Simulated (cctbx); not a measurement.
# Occupancies in K2AlAgI6

Cell a = 11.5420 Å, b = 11.5420 Å, c = 11.5420 Å, α = 90.00°, β = 90.00°, γ = 90.00°; space group Fm-3m (no. 225); nominal formula K2AlAgI6.

The data are simulated with cctbx, not measured: synchrotron X-rays, λ = 0.7749 Å, to d = 0.8 Å, 70 % of the full sphere, strongest reflection 5000 counts, noise from counting, a 2 % proportional error and a noise floor of 15 counts (s.d.); no absorption, and some extinction, which the refinements don't model.

With every site full:

```text
Rint 0.084, 111 unique reflections to 0.80 A
cycle     R1     wR2    GooF  max shift (A)
   1  0.0335  0.0613   2.555   0.00103
   2  0.0166  0.0318   1.325   0.00000
final R1 0.0166 wR2 0.0318 GooF 1.325  parameters 6  data/parameter 18.5
atom        x        y        z      Ueq    occ   su(xyz)  su(Uiso or U11)
I1     0.00000  0.00000  0.76899   0.0190  1.000  0.00007  0.0003
Ag1    0.50000  0.00000  0.00000   0.0254  1.000  0.00000  0.0006
K2     0.25000  0.75000  0.75000   0.0239  1.000  0.00000  0.0013
Al1    0.00000  0.00000  0.00000   0.0377  1.000  0.00000  0.0027
difference map: max 2.11 min -2.15 rms 0.29
Q1    0.2500  0.2500  0.2500    8    2.11  0.00 A from K2
Q2    0.0000  0.0000  0.0000    4    1.71  0.00 A from Al1
Q3    0.0000  0.0000  0.3610   24    1.37  1.50 A from I1
Q4    0.0000  0.0000  0.1360   24    0.76  1.10 A from I1
Q5    0.0913  0.2239  0.2239   96    0.73  1.88 A from K2
Q6    0.0000  0.0727  0.0727   48    0.60  1.19 A from Al1
```

With the occupancies of the suspect sites free, each still typed as its main element:

```text
Rint 0.084, 111 unique reflections to 0.80 A
cycle     R1     wR2    GooF  max shift (A)
   1  0.0657  0.1358   5.713   0.00000
  11  0.0166  0.0306   1.289   0.00001
final R1 0.0166 wR2 0.0306 GooF 1.287  parameters 8  data/parameter 13.9
atom        x        y        z      Ueq    occ   su(xyz)  su(Uiso or U11)
I1     0.00000  0.00000  0.76900   0.0192  1.000  0.00007  0.0003
Ag1    0.50000  0.00000  0.00000   0.0242  0.974  0.00000  0.0009
K2     0.25000  0.75000  0.75000   0.0220  0.964  0.00000  0.0020
Al1    0.00000  0.00000  0.00000   0.0382  1.000  0.00000  0.0027
su of occupancy Ag1: 0.015
su of occupancy K2: 0.025
difference map: max 2.32 min -2.15 rms 0.29
Q1    0.2500  0.2500  0.2500    8    2.32  0.00 A from K2
Q2    0.0000  0.0000  0.0000    4    1.78  0.00 A from Al1
Q3    0.0000  0.0000  0.3612   24    1.38  1.50 A from I1
Q4    0.0000  0.0000  0.1363   24    0.73  1.09 A from I1
Q5    0.0920  0.2236  0.2236   96    0.72  1.87 A from K2
Q6    0.0000  0.0000  0.5000    4    0.62  0.00 A from Ag1
```

**Question.** What is the disorder?

X-rays count electrons. Ag1 refines to 0.974(0.015), or 45.8 electrons; the site truly holds 0.95 Ag and 0.05 K, 45.6 electrons, which is 0.970 of Ag; K2 refines to 0.964(0.025), or 18.3 electrons; the site truly holds 0.975 K and 0.025 Ag, 19.7 electrons, which is 1.037 of K. All are within 3 s.u. of full, so these data don't show the disorder. Occupancy correlates with U and the scale, and the two elements' form factors differ in shape, so the match is approximate.

Freeing them takes R1 from 0.0166 to 0.0166 and GooF from 1.32 to 1.29.

The model is made up (kin elements in a known structure type, no relaxation), so it says nothing on whether the phase exists.

[Middle refinement cycles are left out of these outputs.]

[Logs are printed without paths, hosts, clocks, repeated set-up lines and the standing remarks that a program may print on its own settings, such as how far it seeks lower states.]
